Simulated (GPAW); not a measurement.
# Magnetic state of Co2 Re1 Co2 0001 from several starts

A self-consistent run ends on one state, which hangs on the start. Several orders of Co2 Re1 Co2 0001 are started in GPAW and their energies compared.

Program: GPAW 26.7.0. Level of theory: PBE; plane waves with GPAW's PAW setups, scalar-relativistic. Results are calculated unless marked as measured.

### 1. The starting structure

The cell holds 5 atoms: 4 Co and 1 Re. Cell: a = 2.761 Å, b = 2.761 Å, c = 19.271 Å, α = 90.0°, β = 90.0°, γ = 120.0°. ideal sites on the substrate's mesh, layer spacings from atomic volumes, unrelaxed, 12 A of vacuum. Vacuum lies along c.

### 2. Run 1 (ferro ++++)

The parallel start comes first: it fits the smallest cell, keeps the most symmetry and shows whether parallel moments form.

The input, order1.py:

```python
import json
import numpy as np
from ase import Atoms
from ase.parallel import paropen, parprint
from gpaw import GPAW

atoms = Atoms(['Co', 'Co', 'Re', 'Co', 'Co'],
    cell=[[2.761, 0.0, 0.0],
         [-1.3805, 2.391096, 0.0],
         [0.0, 0.0, 19.270726]],
    scaled_positions=[[0.0, 0.0, 0.311353],
         [0.333333, 0.666667, 0.398602],
         [0.0, 0.0, 0.5],
         [0.333333, 0.666667, 0.601398],
         [0.0, 0.0, 0.688647]],
    pbc=True,
    magmoms=[1.8, 1.8, 0.0, 1.8, 1.8])
atoms.calc = GPAW(mode={'name': 'pw', 'ecut': 450},
    xc='PBE',
    kpts={'size': (20, 20, 1), 'gamma': True},
    occupations={'name': 'fermi-dirac', 'width': 0.05},
    convergence={'density': 1e-05, 'energy': 1e-05},
    maxiter=200,
    mixer={'name': 'pulay', 'beta': 0.03, 'nmaxold': 8, 'weight': 100},
    symmetry={'tolerance': 1e-4},
    txt='order1.txt')
e = atoms.get_potential_energy(force_consistent=True)
res = {'free_energy': e, 'energy_sigma0': atoms.get_potential_energy(), 'fermi_energy': atoms.calc.get_fermi_level()}
res['moments'] = atoms.get_magnetic_moments().tolist()
res['total'] = atoms.get_magnetic_moment()
parprint('site moments (muB):', np.round(res['moments'], 3))
parprint(f"total moment: {res['total']:.3f} muB")
parprint(f'free energy: {e:.6f} eV')
atoms.calc.write('order1.gpw')
with paropen('results.json', 'w') as f:
    json.dump(res, f)
```

Launch:

```console
> OMP_NUM_THREADS=1 mpirun -n 4 gpaw python order1.py > order1.log
```

Numbers of over 12 decimals in the logs are rounded to 6 here.

What it wrote:

```text
site moments (muB): [ 1.869  1.266 -0.135  1.266  1.869]
total moment: 6.063 muB
free energy: -41.156348 eV

--- order1.txt ---
Input parameters:
  mode=PW(ecut=450),
  convergence={'density': 1e-05, 'energy': 1e-05},
  kpts=MonkhorstPack(size=(20, 20, 1), gamma=True),
  maxiter=200,
  mixer=Pulay(name='pulay', nmaxold=8, beta=0.03, weight=100, sigma=0.015, g_ss=None),
  occupations=Occupations(name='fermi-dirac', width=0.05),
  symmetry=Symmetry(tolerance=0.0001),
  xc=XC(name='PBE')

Diagonalizing LCAO Hamiltonian
Converting LCAO to pw mode

       Co

        Co

       Re
        Co

       Co

Atoms  # Å, Bohr magnetons
|   | symbol |         x |        y |         z |    initial magnetic moments |
|---|--------|-----------|----------|-----------|-----------------------------|
| 0 |     Co |  0.000000 | 0.000000 |  5.999998 | ( 0.0000,  0.0000,  1.8000) |
| 1 |     Co | -0.000001 | 1.594065 |  7.681350 | ( 0.0000,  0.0000,  1.8000) |
| 2 |     Re |  0.000000 | 0.000000 |  9.635363 | ( 0.0000,  0.0000,  0.0000) |
| 3 |     Co | -0.000001 | 1.594065 | 11.589376 | ( 0.0000,  0.0000,  1.8000) |
| 4 |     Co |  0.000000 | 0.000000 | 13.270728 | ( 0.0000,  0.0000,  1.8000) |

Unit cell  # Å
| periodic |         x |        y |         z |   lengths |     angles |
|----------|-----------|----------|-----------|-----------|------------|
|      yes |  2.761000 | 0.000000 |  0.000000 |  2.761000 |  90.000000 |
|      yes | -1.380500 | 2.391096 |  0.000000 |  2.761000 |  90.000000 |
|      yes |  0.000000 | 0.000000 | 19.270726 | 19.270726 | 120.000001 |

Number of symmetries: 12

BZ-sampling:
  Number of BZ points: 400
  Number of IBZ points: 44

  Monkhorst-Pack size: [20, 20, 1]
  Monkhorst-Pack shift: [0.025, 0.025, 0.0]

K-points  # in reciprocal-cell coordinates
|     |                                coordinates |     weight |
|-----|--------------------------------------------|------------|
|   0 | ( -0.00000000,  -0.00000000,   0.00000000) | 0.00250000 |
|   1 | (  0.05000000,  -0.00000000,   0.00000000) | 0.01500000 |
|   2 | (  0.10000000,  -0.05000000,   0.00000000) | 0.01500000 |
|   3 | (  0.10000000,  -0.00000000,   0.00000000) | 0.01500000 |
|   4 | (  0.15000000,  -0.05000000,   0.00000000) | 0.03000000 |
|   5 | (  0.15000000,  -0.00000000,   0.00000000) | 0.01500000 |
|   6 | (  0.20000000,  -0.10000000,   0.00000000) | 0.01500000 |
|   7 | (  0.20000000,  -0.05000000,   0.00000000) | 0.03000000 |
|   8 | (  0.20000000,  -0.00000000,   0.00000000) | 0.01500000 |
|   9 | (  0.25000000,  -0.10000000,   0.00000000) | 0.03000000 |
| ... |                                            |            |
|  43 | (  0.50000000,   0.50000000,   0.00000000) | 0.00750000 |

Plane wave coefficients: 2782
Cutoff: 450.000000 eV

Spin-components: 2 (collinear spins)
Bands:           38
Projectors:      30
Spin-degeneracy: 1
Datatype:        complex128

Parallelization:
  kpt:    4
  domain: 1
  band:   1

Density:
  Valence electrons: 49.0
  Components: 2
  Grid points: [14 14 96]
  Charge: 0.0  # |e|

Potential:
  Grid points: [14 14 96]

species:
  Co:
    name:    Cobalt
    Z:       27.0
    valence: 9
    core:    18
    charge:  0.0  # [|e|]
    compensation charges:
      type: gauss
      rc: 0.32  # [Å]
      lmax: 2
    cutoffs:
      filter: 1.87  # [Å]
      core: 2.55  # [Å]
    projectors
    | kind |    occ | energy [eV] | rcut [Å] |
    |------|--------|-------------|----------|
    |   4s |  2.000 |      -5.469 |    1.005 |
    |   4p |  0.000 |      -1.277 |    1.058 |
    |   3d |  7.000 |      -8.205 |    1.005 |
    |    s |        |      21.742 |    1.005 |
    |    p |        |      25.934 |    1.058 |
    |    d |        |      19.007 |    1.005 |

    Using partial waves for Co as LCAO basis

  Re:
    name:    Rhenium
    Z:       75.0
    valence: 13
    core:    62
    charge:  0.0  # [|e|]
    compensation charges:
      type: gauss
      rc: 0.42  # [Å]
      lmax: 2
    cutoffs:
      filter: 2.40  # [Å]
      core: 2.76  # [Å]
    projectors
    | kind |    occ | energy [eV] | rcut [Å] |
    |------|--------|-------------|----------|
    |   6s |  2.000 |      -5.924 |    1.376 |
    |   5p |  6.000 |     -47.045 |    1.376 |
    |   6p |  0.000 |      -1.325 |    1.376 |
    |   5d |  5.000 |      -5.383 |    1.307 |
    |    s |        |      21.287 |    1.376 |
    |    d |        |      21.828 |    1.307 |

    Using partial waves for Re as LCAO basis

Reference energy: -605298.395139  # eV

eigensolver:
  PPCG
  Converge bands: occupied
  niter=2

density mixing:
  Pulay-Mixer
  Linear mixing parameters: 0.03
  Old densities: 8
  Fourier metric: weight=100, sigma=0.015

occupation numbers:
  Fermi-Dirac:
    width: 0.0500  # eV

poisson solver:
  ecut: 3600.000000  # eV

xc functional:
  name: PBE with 2 nearest neighbor stencil

convergence criteria:
- Maximum integral of absolute [dens]ity change: 1e-05 electrons / valence electron
- Maximum [total energy] change in last 3 cyles: 1e-05 eV / valence electron
- Maximum integral of absolute [eigenst]ate change: 4e-08 eV^2 / valence electron
maximum number of iterations: 200

SCF iterations
|iter     |      energy | eigst |  dens |  magmom |
|---------|-------------|-------|-------|---------|
|iter:   1|       0s |  -42.710178 | +0.34 |       |  +7.2102|
|iter:   2|       3s |  -42.129497 | -1.27 | -0.91 |  +7.1607|
|iter:   3|       6s |  -41.551060 | -1.86 | -1.00 |  +7.0819|
|iter:   4|       9s |  -41.391258 | -2.53 | -1.10 |  +7.0464|
|iter:   5|      11s |  -40.993224 | -1.22 | -1.13 |  +6.8274|
|iter:   6|      14s |  -40.998854 | -2.48 | -1.31 |  +6.8280|
|iter:   7|      17s |  -41.003957 | -3.15 | -1.31 |  +6.8135|
|iter:   8|      19s |  -41.141499 | -1.64 | -1.31 |  +6.6634|
|iter:   9|      22s |  -41.203896 | -1.72 | -1.36 |  +6.4162|
|iter:  10|      25s |  -41.099105 | -1.20 | -1.48 |  +6.3924|
[... 45 iterations left out ...]
|iter:  56|     131s |  -41.130295c| -8.77c| -4.53 |  +6.0639|
|iter:  57|     133s |  -41.130295c| -8.86c| -4.53 |  +6.0638|
|iter:  58|     134s |  -41.130297c| -7.98c| -4.55 |  +6.0633|
|iter:  59|     135s |  -41.130297c| -8.23c| -4.77 |  +6.0632|
|iter:  60|     137s |  -41.130297c| -8.55c| -4.80 |  +6.0631|
|iter:  61|     138s |  -41.130297c| -8.57c| -4.84 |  +6.0629|
|iter:  62|     139s |  -41.130298c| -8.24c| -4.86 |  +6.0628|
|iter:  63|     141s |  -41.130298c| -8.59c| -4.98 |  +6.0628|
|iter:  64|     142s |  -41.130298c| -8.97c| -4.99 |  +6.0628|
|iter:  65|     143s |  -41.130298c| -8.53c| -5.04c|  +6.0627|

Converged in 65 steps
Energy contributions relative to reference atoms: (reference = -605298.395139)

Energy contributions:
  Kinetic:          36.681341
  Coulomb:         -32.662752
  Zero:              1.030035
  External:          0.000000
  Xc:              -46.152873
  Entropy:          -0.052099
  Spinorbit:         0.000000
  ----------------------------
  Free energy:     -41.156348
  Extrapolated:    -41.130298

dipole moment: (-16.054239, -18.853948, -0.000029)  # |e|*Ang

Total magnetic moment: (0.000000, 0.000000, 6.062739)

Local magnetic moments
|        x |        y |         z |
|----------|----------|-----------|
| 0.000000 | 0.000000 |  1.869041 |  # Co   0
| 0.000000 | 0.000000 |  1.265661 |  # Co   1
| 0.000000 | 0.000000 | -0.135072 |  # Re   2
| 0.000000 | 0.000000 |  1.265661 |  # Co   3
| 0.000000 | 0.000000 |  1.869041 |  # Co   4

Fermi level: 3.072
Eigenvalues  # (at kpt = [-0.000, -0.000, 0.000])
| band index |      eig [eV] | occ [0-1] |      eig [eV] | occ [0-1] |
|------------|---------------|-----------|---------------|-----------|
|          0 |       -38.966 |     1.000 |       -39.068 |     1.000 |
|        ... |               |           |               |           |
|         19 |         1.185 |     1.000 |         2.173 |     1.000 |
|         20 |         1.281 |     1.000 |         2.872 |     0.982 |
|         21 |         1.281 |     1.000 |         2.897 |     0.971 |
|         22 |         1.342 |     1.000 |         2.897 |     0.971 |
|         23 |         1.467 |     1.000 |         2.971 |     0.882 |
|         24 |         1.691 |     1.000 |         3.259 |     0.023 |
|         25 |         1.691 |     1.000 |         3.259 |     0.023 |
|         26 |         2.166 |     1.000 |         3.756 |     0.000 |
|         27 |         2.166 |     1.000 |         3.756 |     0.000 |
|         28 |         2.866 |     0.984 |         3.917 |     0.000 |
|         29 |         2.866 |     0.984 |         4.029 |     0.000 |
|         30 |         3.701 |     0.000 |         4.029 |     0.000 |
|         31 |         4.723 |     0.000 |         4.907 |     0.000 |
|         32 |         5.221 |     0.000 |         5.345 |     0.000 |
|         33 |         5.221 |     0.000 |         5.345 |     0.000 |
|         34 |         7.199 |     0.000 |         7.234 |     0.000 |
|        ... |               |           |               |           |
|         37 |        12.182 |     0.000 |        12.340 |     0.000 |

No gap
No difference between direct/indirect transitions
```

The job ended after 2.5 min (4 MPI ranks of Intel Xeon at 2.60GHz (Ice Lake), shared host; peak memory 0.96 GiB).

Spin moment in the augmentation sphere by atom:

| atom | spin moment in the augmentation sphere (μB) |
| --- | --- |
| Co1 | 1.87 |
| Co2 | 1.27 |
| Re3 | -0.14 |
| Co4 | 1.27 |
| Co5 | 1.87 |

This step gave:

```yaml
magnetization: 6.063 μB
final_state: ferromagnetic
```

After 65 cycles the largest moment stands at 1.87 μB.

### 3. Run 2 (antiferro ++--)

An opposed order shows whether the pairs that it reverses prefer unlike signs.

order2.py is the script of step 2 with these lines changed:

```diff
@@ -16,3 +16,3 @@
     pbc=True,
-    magmoms=[1.8, 1.8, 0.0, 1.8, 1.8])
+    magmoms=[1.8, 1.8, 0.0, -1.8, -1.8])
 atoms.calc = GPAW(mode={'name': 'pw', 'ecut': 450},
@@ -25,3 +25,3 @@
     symmetry={'tolerance': 1e-4},
-    txt='order1.txt')
+    txt='order2.txt')
 e = atoms.get_potential_energy(force_consistent=True)
@@ -33,3 +33,3 @@
 parprint(f'free energy: {e:.6f} eV')
-atoms.calc.write('order1.gpw')
+atoms.calc.write('order2.gpw')
 with paropen('results.json', 'w') as f:
```

Launch:

```console
> OMP_NUM_THREADS=1 mpirun -n 4 gpaw python order2.py > order2.log
```

What it wrote:

```text
site moments (muB): [ 1.869  1.35   0.    -1.35  -1.869]
total moment: 0.000 muB
free energy: -41.154145 eV

--- order2.txt ---
Input parameters:
  mode=PW(ecut=450),
  convergence={'density': 1e-05, 'energy': 1e-05},
  kpts=MonkhorstPack(size=(20, 20, 1), gamma=True),
  maxiter=200,
  mixer=Pulay(name='pulay', nmaxold=8, beta=0.03, weight=100, sigma=0.015, g_ss=None),
  occupations=Occupations(name='fermi-dirac', width=0.05),
  symmetry=Symmetry(tolerance=0.0001),
  xc=XC(name='PBE')

Diagonalizing LCAO Hamiltonian
Converting LCAO to pw mode

       Co

        Co

       Re
        Co

       Co

Atoms  # Å, Bohr magnetons
|   | symbol |         x |        y |         z |    initial magnetic moments |
|---|--------|-----------|----------|-----------|-----------------------------|
| 0 |     Co |  0.000000 | 0.000000 |  5.999998 | ( 0.0000,  0.0000,  1.8000) |
| 1 |     Co | -0.000001 | 1.594065 |  7.681350 | ( 0.0000,  0.0000,  1.8000) |
| 2 |     Re |  0.000000 | 0.000000 |  9.635363 | ( 0.0000,  0.0000,  0.0000) |
| 3 |     Co | -0.000001 | 1.594065 | 11.589376 | ( 0.0000,  0.0000, -1.8000) |
| 4 |     Co |  0.000000 | 0.000000 | 13.270728 | ( 0.0000,  0.0000, -1.8000) |

Unit cell  # Å
| periodic |         x |        y |         z |   lengths |     angles |
|----------|-----------|----------|-----------|-----------|------------|
|      yes |  2.761000 | 0.000000 |  0.000000 |  2.761000 |  90.000000 |
|      yes | -1.380500 | 2.391096 |  0.000000 |  2.761000 |  90.000000 |
|      yes |  0.000000 | 0.000000 | 19.270726 | 19.270726 | 120.000001 |

Number of symmetries: 6

BZ-sampling:
  Number of BZ points: 400
  Number of IBZ points: 44

  Monkhorst-Pack size: [20, 20, 1]
  Monkhorst-Pack shift: [0.025, 0.025, 0.0]

Plane wave coefficients: 2782
Cutoff: 450.000000 eV

Spin-components: 2 (collinear spins)
Bands:           34
Projectors:      30
Spin-degeneracy: 1
Datatype:        complex128

Parallelization:
  kpt:    4
  domain: 1
  band:   1

Density:
  Valence electrons: 49.0
  Components: 2
  Grid points: [14 14 96]
  Charge: 0.0  # |e|

Potential:
  Grid points: [14 14 96]

[... setups left out ...]
Reference energy: -605298.395139  # eV

eigensolver:
  PPCG
  Converge bands: occupied
  niter=2

density mixing:
  Pulay-Mixer
  Linear mixing parameters: 0.03
  Old densities: 8
  Fourier metric: weight=100, sigma=0.015

occupation numbers:
  Fermi-Dirac:
    width: 0.0500  # eV

poisson solver:
  ecut: 3600.000000  # eV

xc functional:
  name: PBE with 2 nearest neighbor stencil

convergence criteria:
- Maximum integral of absolute [dens]ity change: 1e-05 electrons / valence electron
- Maximum [total energy] change in last 3 cyles: 1e-05 eV / valence electron
- Maximum integral of absolute [eigenst]ate change: 4e-08 eV^2 / valence electron
maximum number of iterations: 200

SCF iterations
|iter     |      energy | eigst |  dens |  magmom |
|---------|-------------|-------|-------|---------|
|iter:   1|       0s |  -42.732632 | +0.37 |       |  +0.0000|
|iter:   2|       2s |  -42.122827 | -1.18 | -0.91 |  +0.0000|
|iter:   3|       5s |  -41.494964 | -1.61 | -1.00 |  -0.0000|
|iter:   4|       7s |  -41.365956 | -2.48 | -1.12 |  +0.0000|
|iter:   5|       9s |  -40.981258 | -1.12 | -1.15 |  -0.0000|
|iter:   6|      12s |  -40.989728 | -2.36 | -1.33 |  -0.0000|
|iter:   7|      15s |  -40.991731 | -2.80 | -1.32 |  -0.0000|
|iter:   8|      18s |  -41.031256 | -1.91 | -1.37 |  +0.0000|
|iter:   9|      20s |  -41.058833 | -2.61 | -1.55 |  -0.0003|
|iter:  10|      23s |  -41.020489 | -2.70 | -1.62 |  +0.0003|
[... 39 iterations left out ...]
|iter:  50|     109s |  -41.127201c| -8.30c| -4.63 |  -0.0000|
|iter:  51|     110s |  -41.127202c| -7.80c| -4.69 |  -0.0000|
|iter:  52|     111s |  -41.127202c| -8.04c| -4.74 |  -0.0000|
|iter:  53|     112s |  -41.127202c| -8.47c| -4.69 |  -0.0000|
|iter:  54|     113s |  -41.127202c| -8.66c| -4.67 |  -0.0000|
|iter:  55|     115s |  -41.127202c| -8.70c| -4.72 |  -0.0000|
|iter:  56|     116s |  -41.127203c| -8.02c| -4.84 |  +0.0000|
|iter:  57|     117s |  -41.127203c| -8.75c| -4.92 |  +0.0000|
|iter:  58|     118s |  -41.127203c| -9.16c| -4.98 |  +0.0000|
|iter:  59|     119s |  -41.127203c| -9.17c| -5.08c|  +0.0000|

Converged in 59 steps
Energy contributions relative to reference atoms: (reference = -605298.395139)

Energy contributions:
  Kinetic:          38.308893
  Coulomb:         -33.951833
  Zero:              1.027106
  External:          0.000000
  Xc:              -46.484426
  Entropy:          -0.053885
  Spinorbit:         0.000000
  ----------------------------
  Free energy:     -41.154145
  Extrapolated:    -41.127203

dipole moment: (-16.048285, -18.852451, -0.000029)  # |e|*Ang

Total magnetic moment: (0.000000, 0.000000, 0.000000)

Local magnetic moments
|        x |        y |         z |
|----------|----------|-----------|
| 0.000000 | 0.000000 |  1.868718 |  # Co   0
| 0.000000 | 0.000000 |  1.349898 |  # Co   1
| 0.000000 | 0.000000 |  0.000000 |  # Re   2
| 0.000000 | 0.000000 | -1.349897 |  # Co   3
| 0.000000 | 0.000000 | -1.868718 |  # Co   4

Fermi level: 3.087
Eigenvalues  # (at kpt = [-0.000, -0.000, 0.000])
| band index |      eig [eV] | occ [0-1] |      eig [eV] | occ [0-1] |
|------------|---------------|-----------|---------------|-----------|
|          0 |       -38.963 |     1.000 |       -38.963 |     1.000 |
|        ... |               |           |               |           |
|         18 |         1.649 |     1.000 |         1.649 |     1.000 |
|         19 |         1.649 |     1.000 |         1.649 |     1.000 |
|         20 |         1.925 |     1.000 |         1.925 |     1.000 |
|         21 |         1.925 |     1.000 |         1.925 |     1.000 |
|         22 |         2.138 |     1.000 |         2.138 |     1.000 |
|         23 |         2.530 |     1.000 |         2.530 |     1.000 |
|         24 |         2.530 |     1.000 |         2.530 |     1.000 |
|         25 |         2.974 |     0.906 |         2.974 |     0.906 |
|         26 |         3.170 |     0.160 |         3.170 |     0.160 |
|         27 |         3.170 |     0.160 |         3.170 |     0.160 |
|         28 |         3.819 |     0.000 |         3.819 |     0.000 |
|         29 |         3.948 |     0.000 |         3.948 |     0.000 |
|         30 |         3.948 |     0.000 |         3.948 |     0.000 |
|         31 |         4.840 |     0.000 |         4.840 |     0.000 |
|         32 |         5.333 |     0.000 |         5.333 |     0.000 |
|         33 |         5.333 |     0.000 |         5.333 |     0.000 |

No gap
No difference between direct/indirect transitions
```

Wall time 2.1 min (4 MPI ranks); peak memory 0.95 GiB.

Spin moment in the augmentation sphere by atom:

| atom | spin moment in the augmentation sphere (μB) |
| --- | --- |
| Co1 | 1.87 |
| Co2 | 1.35 |
| Re3 | 0.00 |
| Co4 | -1.35 |
| Co5 | -1.87 |

This step gave:

```
magnetization : 0 μB
final state   : antiferromagnetic
```

It lies 0.551 meV a seeded atom over the first start, and its largest moment is 1.87 μB against 1.87 μB.

### 4. Energies of the orders

These are free energies at a smearing of 0.05 eV, so its entropy term is in the differences. They are divided by the number of seeded atoms, so that cells of unlike size compare.

Orders:

| start | final state | typed order kept | energy over the lowest (meV a seeded atom) | largest site moment (μB) | net moment (μB a primitive cell) | mesh matched | CPU time (s) |
| --- | --- | --- | --- | --- | --- | --- | --- |
| ferro ++++ | ferromagnetic | yes | 0 | 1.869 | 6.063 | yes | 604.5 |
| antiferro ++-- | antiferromagnetic | yes | 0.5507 | 1.869 | 0 | yes | 510.8 |

### 5. What came out

- lowest state found: ferromagnetic (typed ferro ++++)
- largest site moment: 1.87 μB
- next state: antiferromagnetic, 0.551 meV a seeded atom higher

What this shows: The lowest state found is ferromagnetic, reached from the start ferro ++++, with moments up to 1.87 μB. The two lowest states lie so close that the mesh, the functional or spin–orbit coupling could swap them. This is the lowest of 2 finished starts, no proof of the ground state.

[Logs and program files are shortened in this print: banners, set-up blocks, solver, clock and traceback lines can be left out without a mark of their own.]

[Logs are printed without paths, hosts, clocks, repeated set-up lines and the standing remarks that a program may print on its own settings, such as how far it seeks lower states.]

[Hosts, paths, dates, database ids (printed as entryN), source tags and the programs' standing remarks are cut or masked in the printed files.]

[Where a cell is said to come from a database of computed structures, the database is the Materials Project.]
